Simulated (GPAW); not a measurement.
# MnO (Manganosite): cost and accuracy of the plane-wave cutoff, part 2 of 2

Wanted: the cheapest choice of the plane-wave cutoff that holds the magnetic results of MnO (Manganosite).

GPAW 26.7.0; PBE; plane waves with GPAW's PAW setups, scalar-relativistic.

So far, largest spin moment in the augmentation sphere (μB): step 2 (rung 1 (250 eV), start ferro +) 4.11; step 5 (rung 2 (325 eV), start antiferro q=(0,1/2,1/2) +-) 4.24; step 6 (rung 3 (400 eV), start ferro +) 4.20; step 7 (rung 3 (400 eV), start antiferro q=(0,1/2,1/2) +-) 4.25; step 8 (rung 4 (500 eV), start ferro +) 4.22.

## Step 9: Rung 4 (500 eV), start antiferro q=(0,1/2,1/2) +-

Input file order2.py:

```python
import json
import numpy as np
from ase import Atoms
from ase.parallel import paropen, parprint
from gpaw import GPAW

atoms = Atoms(['Mn', 'Mn', 'O', 'O'],
    cell=[[0.0, 2.223, 2.223],
         [4.446, 0.0, 4.446],
         [4.446, 2.223, 2.223]],
    scaled_positions=[[0.0, 0.0, 0.0],
         [0.0, 0.5, 0.0],
         [0.5, 0.0, 0.5],
         [0.5, 0.5, 0.5]],
    pbc=True,
    magmoms=[4.5, -4.5, 0.0, 0.0])
atoms.calc = GPAW(mode={'name': 'pw', 'ecut': 500},
    xc='PBE',
    kpts={'size': (8, 4, 8), 'gamma': True},
    occupations={'name': 'fermi-dirac', 'width': 0.05},
    convergence={'density': 1e-06, 'energy': 1e-05},
    maxiter=200,
    symmetry={'tolerance': 1e-4},
    txt='order2.txt')
e = atoms.get_potential_energy(force_consistent=True)
res = {'free_energy': e, 'energy_sigma0': atoms.get_potential_energy(), 'fermi_energy': atoms.calc.get_fermi_level()}
res['moments'] = atoms.get_magnetic_moments().tolist()
res['total'] = atoms.get_magnetic_moment()
parprint('site moments (muB):', np.round(res['moments'], 3))
parprint(f"total moment: {res['total']:.3f} muB")
parprint(f'free energy: {e:.6f} eV')
atoms.calc.write('order2.gpw')
with paropen('results.json', 'w') as f:
    json.dump(res, f)
```

On the command line:

```bash
> OMP_NUM_THREADS=1 python3 order2.py > order2.log
```

The program printed:

```text
UserWarning: The angles between your unit-cell vectors are 30.0, 54.7 and 60.0 degrees.  Results may be wrong!  Please Niggli-reduce your unit-cell so that the angles are closer to 90 degrees:

  from ase.build import niggli_reduce
  niggli_reduce(atoms)

UserWarning: Initial realspace grid (18,35,30) inconsistent with symmetries.
UserWarning: Using symmetrized grid: (35,35,35).

[...]
|         17 |         5.412 |     1.000 |         5.412 |     1.000 |
|         18 |         5.412 |     1.000 |         5.412 |     1.000 |
[...]
|         26 |         9.973 |     0.000 |         9.973 |     0.000 |
|         27 |        14.291 |     0.000 |        14.291 |     0.000 |
|         28 |        16.460 |     0.000 |        16.460 |     0.000 |
|         29 |        19.559 |     0.000 |        19.559 |     0.000 |

No gap
No difference between direct/indirect transitions


[key lines of the parts left out:]
Free energy:     -33.669443
Converged in 15 steps
dipole moment: (-41.753238, -19.483163, -41.753238)  # |e|*Ang
Fermi level: 8.435
```

It took 3.1 min on 1 MPI rank of AMD EPYC 9R45, shared host; peak memory 0.39 GiB.

This step gave:

- magnetization: 0 μB
- final state: antiferromagnetic
- largest moment: 4.267 μB

This start lies -83.1 meV a seeded atom from the first, a change of -1.9 meV since rung 3; its largest moment is 4.27 μB.

## Step 10: Rung 5 (650 eV), start ferro +

Input file order1.py:

```python
import json
import numpy as np
from ase import Atoms
from ase.parallel import paropen, parprint
from gpaw import GPAW

atoms = Atoms(['Mn', 'O'],
    cell=[[0.0, 2.223, 2.223],
         [2.223, 0.0, 2.223],
         [2.223, 2.223, 0.0]],
    scaled_positions=[[0.0, 0.0, 0.0],
         [0.5, 0.5, 0.5]],
    pbc=True,
    magmoms=[4.5, 0.0])
atoms.calc = GPAW(mode={'name': 'pw', 'ecut': 650},
    xc='PBE',
    kpts={'size': (8, 8, 8), 'gamma': True},
    occupations={'name': 'fermi-dirac', 'width': 0.05},
    convergence={'density': 1e-06, 'energy': 1e-05},
    maxiter=200,
    symmetry={'tolerance': 1e-4},
    txt='order1.txt')
e = atoms.get_potential_energy(force_consistent=True)
res = {'free_energy': e, 'energy_sigma0': atoms.get_potential_energy(), 'fermi_energy': atoms.calc.get_fermi_level()}
res['moments'] = atoms.get_magnetic_moments().tolist()
res['total'] = atoms.get_magnetic_moment()
parprint('site moments (muB):', np.round(res['moments'], 3))
parprint(f"total moment: {res['total']:.3f} muB")
parprint(f'free energy: {e:.6f} eV')
atoms.calc.write('order1.gpw')
with paropen('results.json', 'w') as f:
    json.dump(res, f)
```

On the command line:

```bash
> OMP_NUM_THREADS=1 python3 order1.py > order1.log
```

The program printed:

```text
site moments (muB): [4.219 0.166]
total moment: 4.742 muB
free energy: -17.142570 eV

--- order1.txt ---
Input parameters:
  mode=PW(ecut=650),
  convergence={'density': 1e-06, 'energy': 1e-05},
  kpts=MonkhorstPack(size=(8, 8, 8), gamma=True),
  maxiter=200,
  occupations=Occupations(name='fermi-dirac', width=0.05),
  symmetry=Symmetry(tolerance=0.0001),
  xc=XC(name='PBE')

Diagonalizing LCAO Hamiltonian
[...]
|          5 |         4.368 |     1.000 |         4.741 |     1.000 |
|          6 |         4.368 |     1.000 |         4.741 |     1.000 |
[...]
|         13 |         7.597 |     1.000 |         9.595 |     0.000 |
|         14 |        24.442 |     0.000 |        25.977 |     0.000 |
|         15 |        24.442 |     0.000 |        25.977 |     0.000 |
|         16 |        24.442 |     0.000 |        25.977 |     0.000 |

No gap
No difference between direct/indirect transitions


[key lines of the parts left out:]
Free energy:     -17.142570
Converged in 12 steps
dipole moment: (-9.728020, -9.728020, -9.728020)  # |e|*Ang
Fermi level: 8.199
```

Run time: 8.6 s. Hardware: 1 MPI rank; peak memory 0.17 GiB.

Numbers from this step:

- magnetization: 4.742 μB
- final state: ferromagnetic
- largest moment: 4.219 μB

The largest moment is that of rung 4, at 0.93 times its CPU time.

## Step 11: Rung 5 (650 eV), start antiferro q=(0,1/2,1/2) +-

order2.py is the script of step 9 with these lines changed:

```diff
@@ -16,3 +16,3 @@
     magmoms=[4.5, -4.5, 0.0, 0.0])
-atoms.calc = GPAW(mode={'name': 'pw', 'ecut': 500},
+atoms.calc = GPAW(mode={'name': 'pw', 'ecut': 650},
     xc='PBE',
```

On the command line:

```bash
> OMP_NUM_THREADS=1 python3 order2.py > order2.log
```

The program printed:

```text
UserWarning: The angles between your unit-cell vectors are 30.0, 54.7 and 60.0 degrees.  Results may be wrong!  Please Niggli-reduce your unit-cell so that the angles are closer to 90 degrees:

  from ase.build import niggli_reduce
  niggli_reduce(atoms)

UserWarning: Initial realspace grid (20,40,35) inconsistent with symmetries.
UserWarning: Using symmetrized grid: (40,40,40).

[...]
|         17 |         5.405 |     1.000 |         5.405 |     1.000 |
|         18 |         5.405 |     1.000 |         5.405 |     1.000 |
[...]
|         26 |         9.976 |     0.000 |         9.976 |     0.000 |
|         27 |        14.294 |     0.000 |        14.294 |     0.000 |
|         28 |        16.431 |     0.000 |        16.431 |     0.000 |
|         29 |        19.552 |     0.000 |        19.552 |     0.000 |

No gap
No difference between direct/indirect transitions


[key lines of the parts left out:]
Free energy:     -34.450718
Converged in 13 steps
dipole moment: (-41.719630, -19.482330, -41.719630)  # |e|*Ang
Fermi level: 8.431
```

It took 3.1 min on 1 MPI rank; peak memory 0.51 GiB.

Read from the output:

- magnetization: 0 μB
- final state: antiferromagnetic
- largest moment: 4.268 μB

This start lies -82.8 meV a seeded atom from the first, a change of +0.3 meV since rung 4; its largest moment is 4.27 μB.

## Step 12: Rung 6 (800 eV), start ferro +

order1.py is the script of step 10 with these lines changed:

```diff
@@ -14,3 +14,3 @@
     magmoms=[4.5, 0.0])
-atoms.calc = GPAW(mode={'name': 'pw', 'ecut': 650},
+atoms.calc = GPAW(mode={'name': 'pw', 'ecut': 800},
     xc='PBE',
```

On the command line:

```bash
> OMP_NUM_THREADS=1 python3 order1.py > order1.log
```

The program printed:

```text
site moments (muB): [4.218 0.166]
total moment: 4.742 muB
free energy: -17.175015 eV

--- order1.txt ---
Input parameters:
  mode=PW(ecut=800),
  convergence={'density': 1e-06, 'energy': 1e-05},
  kpts=MonkhorstPack(size=(8, 8, 8), gamma=True),
  maxiter=200,
  occupations=Occupations(name='fermi-dirac', width=0.05),
  symmetry=Symmetry(tolerance=0.0001),
  xc=XC(name='PBE')

Diagonalizing LCAO Hamiltonian
[...]
|          5 |         4.371 |     1.000 |         4.743 |     1.000 |
|          6 |         4.371 |     1.000 |         4.743 |     1.000 |
[...]
|         13 |         7.599 |     1.000 |         9.595 |     0.000 |
|         14 |        24.442 |     0.000 |        25.975 |     0.000 |
|         15 |        24.442 |     0.000 |        25.975 |     0.000 |
|         16 |        24.442 |     0.000 |        25.975 |     0.000 |

No gap
No difference between direct/indirect transitions


[key lines of the parts left out:]
Free energy:     -17.175015
Converged in 12 steps
dipole moment: (-9.728054, -9.728054, -9.728054)  # |e|*Ang
Fermi level: 8.199
```

Wall time 12 s (1 MPI rank); peak memory 0.18 GiB.

Read from the output:

```
magnetization  : 4.742 μB
final state    : ferromagnetic
largest moment : 4.218 μB
```

The largest moment is that of rung 5, at 1.4 times its CPU time.

## Step 13: Rung 6 (800 eV), start antiferro q=(0,1/2,1/2) +-

order2.py is the script of step 11 with these lines changed:

```diff
@@ -16,3 +16,3 @@
     magmoms=[4.5, -4.5, 0.0, 0.0])
-atoms.calc = GPAW(mode={'name': 'pw', 'ecut': 650},
+atoms.calc = GPAW(mode={'name': 'pw', 'ecut': 800},
     xc='PBE',
```

On the command line:

```bash
> OMP_NUM_THREADS=1 python3 order2.py > order2.log
```

The program printed:

```text
UserWarning: The angles between your unit-cell vectors are 30.0, 54.7 and 60.0 degrees.  Results may be wrong!  Please Niggli-reduce your unit-cell so that the angles are closer to 90 degrees:

  from ase.build import niggli_reduce
  niggli_reduce(atoms)

UserWarning: Initial realspace grid (21,42,36) inconsistent with symmetries.
UserWarning: Using symmetrized grid: (42,42,42).

[...]
|         17 |         5.405 |     1.000 |         5.405 |     1.000 |
|         18 |         5.405 |     1.000 |         5.405 |     1.000 |
[...]
|         26 |         9.976 |     0.000 |         9.976 |     0.000 |
|         27 |        14.293 |     0.000 |        14.293 |     0.000 |
|         28 |        16.429 |     0.000 |        16.429 |     0.000 |
|         29 |        19.552 |     0.000 |        19.552 |     0.000 |

No gap
No difference between direct/indirect transitions


[key lines of the parts left out:]
Free energy:     -34.515776
Converged in 13 steps
dipole moment: (-41.715229, -19.482401, -41.715229)  # |e|*Ang
Fermi level: 8.430
```

Elapsed: 3.9 min, on 1 MPI rank; peak memory 0.59 GiB.

Read from the output:

```yaml
magnetization: 0 μB
final_state: antiferromagnetic
largest_moment: 4.268 μB
```

This start lies -82.9 meV a seeded atom from the first, a change of -0.1 meV since rung 5; its largest moment is 4.27 μB.

## Step 14: An attempt with other settings

A slip in the input shows what the program catches and what it lets pass.

Input file run.py:

```python
import json
import numpy as np
from ase import Atoms
from ase.parallel import paropen, parprint
from gpaw import GPAW

atoms = Atoms(['Mn', 'O'],
    cell=[[0.0, 2.223, 2.223],
         [2.223, 0.0, 2.223],
         [2.223, 2.223, 0.0]],
    scaled_positions=[[0.0, 0.0, 0.0],
         [0.5, 0.5, 0.5]],
    pbc=True,
    magmoms=[4.5, 0.0])
atoms.calc = GPAW(mode={'name': 'pw', 'ecut': 700},
    xc='PBE',
    kpts={'size': (8, 8, 8), 'gamma': True},
    occupations={'name': 'fermi-dirac', 'width': 0.05},
    convergence={'density': 1e-06, 'energy': 1e-05},
    maxiter=6,
    symmetry={'tolerance': 1e-4},
    txt='run.txt')
e = atoms.get_potential_energy(force_consistent=True)
res = {'free_energy': e, 'energy_sigma0': atoms.get_potential_energy(), 'fermi_energy': atoms.calc.get_fermi_level()}
res['moments'] = atoms.get_magnetic_moments().tolist()
res['total'] = atoms.get_magnetic_moment()
parprint('site moments (muB):', np.round(res['moments'], 3))
parprint(f"total moment: {res['total']:.3f} muB")
parprint(f'free energy: {e:.6f} eV')
atoms.calc.write('run.gpw')
with paropen('results.json', 'w') as f:
    json.dump(res, f)
```

On the command line:

```bash
> OMP_NUM_THREADS=1 python3 run.py > run.log
```

The program printed:

```text
gpaw.KohnShamConvergenceError

--- run.txt ---
Input parameters:
  mode=PW(ecut=700),
  convergence={'density': 1e-06, 'energy': 1e-05},
  kpts=MonkhorstPack(size=(8, 8, 8), gamma=True),
  maxiter=6,
  occupations=Occupations(name='fermi-dirac', width=0.05),
  symmetry=Symmetry(tolerance=0.0001),
  xc=XC(name='PBE')

Diagonalizing LCAO Hamiltonian
Converting LCAO to pw mode

              O

       Mn

Atoms  # Å, Bohr magnetons
|   | symbol |        x |        y |        z |    initial magnetic moments |
|---|--------|----------|----------|----------|-----------------------------|
| 0 |     Mn | 0.000000 | 0.000000 | 0.000000 | ( 0.0000,  0.0000,  4.5000) |
| 1 |      O | 2.223000 | 2.223000 | 2.223000 | ( 0.0000,  0.0000,  0.0000) |

Number of symmetries: 48

BZ-sampling:
  Number of BZ points: 512
  Number of IBZ points: 29

  Monkhorst-Pack size: [8, 8, 8]
  Monkhorst-Pack shift: [0.0625, 0.0625, 0.0625]

Plane wave coefficients: 941
Cutoff: 700.0 eV

Spin-components: 2 (collinear spins)
Bands:           17
Projectors:      11
Spin-degeneracy: 1
Datatype:        complex128

Parallelization:
  kpt:    1
  domain: 1
  band:   1

Density:
  Valence electrons: 21.0
  Components: 2
  Grid points: [20 20 20]
  Charge: 0.0  # |e|

Potential:
  Grid points: [20 20 20]

[... setups left out ...]
Reference energy: -33554.940374  # eV

convergence criteria:
- Maximum integral of absolute [dens]ity change: 1e-06 electrons / valence electron
- Maximum [total energy] change in last 3 cyles: 1e-05 eV / valence electron
- Maximum integral of absolute [eigenst]ate change: 4e-08 eV^2 / valence electron
maximum number of iterations: 6

SCF iterations
|iter     |      energy | eigst |  dens |  magmom |
|---------|-------------|-------|-------|---------|
|iter:   1|       0s |  -17.977829 | +0.19 |       |  +4.5037|
|iter:   2|       0s |  -17.715135 | -1.74 | -0.97 |  +4.5228|
|iter:   3|       1s |  -17.135588 | -1.76 | -1.01 |  +4.6677|
|iter:   4|       1s |  -17.152130 | -3.15 | -1.57 |  +4.6817|
|iter:   5|       2s |  -17.157426 | -2.97 | -1.88 |  +4.7032|
|iter:   6|       2s |  -17.158579 | -4.07 | -2.23 |  +4.7156|
```

Run time: 6.7 s. Hardware: 1 MPI rank; peak memory 0.17 GiB.

The run stopped without converging, so none of its numbers is a property of the system.

The fault put into the input: too few SCF iterations.

The limit on cycles came before convergence; raising it mends this.

## Step 15: Side by side

Ladder, by row:

```
rung  cutoff (eV)  state from the first start  state from the second start  second less first (meV a seeded atom)  moment, first (μB)  moment, second (μB)  CPU time (s)
   1          250               ferromagnetic            antiferromagnetic                                 -60.09               4.105                4.176         54.18
   2          325               ferromagnetic            antiferromagnetic                                 -87.18               4.193                4.235         96.83
   3          400               ferromagnetic            antiferromagnetic                                 -81.21               4.195                4.249         97.32
   4          500               ferromagnetic            antiferromagnetic                                 -83.11               4.216                4.267         193.3
   5          650               ferromagnetic            antiferromagnetic                                 -82.79               4.219                4.268         192.8
   6          800               ferromagnetic            antiferromagnetic                                 -82.87               4.218                4.268         247.5
```

## Step 16: Summary of results

```json
{
  "range of the moment in the table, second start": "4.18 to 4.27 μB",
  "range of CPU time": "54 s to 4.1 min",
  "range of the energy difference": "-87.2 to -60.1 meV a seeded atom",
  "first rung from which all stay within 4.1 meV of the last": "3"
}
```

From rung 3 on the result stays within 1.7 meV of the last rung, inside the margin of 4.1 meV set for it, at 39 % of the last rung's cost. The second start ends lower on every rung of the table; whether functional and cell give the true order is another question.

[Long decimals in the printed logs are rounded to 6 places.]

[Logs and program files are shortened in this print: banners, set-up blocks, solver, clock and traceback lines can be left out without a mark of their own.]

[Logs are printed without paths, hosts, clocks, repeated set-up lines and the standing remarks that a program may print on its own settings, such as how far it seeks lower states.]

[Hosts, paths, dates, database ids (printed as entryN), source tags and the programs' standing remarks are cut or masked in the printed files.]

[Where the starting crystal was built by hand or by swapping elements, it need not be the compound's stable phase.]

[Where a cell is said to come from a database of computed structures, the database is the Materials Project.]

[Runs that the program refused, that were killed for memory or that had too few empty states are not shown or counted.]

[Lattice constants of own cells that a recipe calls measured were typed without a cited source.]
